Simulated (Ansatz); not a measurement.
# Cl replacing H on Si(111): surface dipole against coverage (PBE)

Each Cl that replaces an H shifts the vacuum level above Si(111). What is the shift at the coverage left out?

All values are computed: Ansatz 0.2.0, PBE, plane waves, scalar-relativistic unless marked; slabs or sheets with vacuum, the vacuum level from the planar mean of the electrostatic potential. 2×2 cells, hydrogen on the lower face and on the other top atoms.

```
groups in the cell  upper less lower face (eV)  shift a group (eV)
                 1                       +0.52               +0.52
                 2                       +0.83               +0.41
                 3                           ?                   ?
                 4                       +1.17               +0.29
```

**Fit.** A least-squares line through the shown values, as rounded, is shift a group = 0.58 − 0.0743 × groups; it misses them by 0.02 eV at most. The fit misses the rows by 0.01 eV on average, and their plain mean by 0.08 eV, so the fit does better. A shift a group that shrinks with coverage is depolarisation: each dipole feels the opposing field of its neighbours.

**The withheld row.** The prediction is 0.58 − 0.0743 × (3) = 0.36 eV. The run gave upper less lower face +1.03 eV, shift a group +0.34 eV. The miss in shift a group is -0.02 eV, within the scatter of the fitted rows. The mean of the shown rows would have missed by -0.07 eV.

One arrangement a coverage.

[Logs are printed without paths, hosts, clocks, repeated set-up lines and the standing remarks that a program may print on its own settings, such as how far it seeks lower states.]
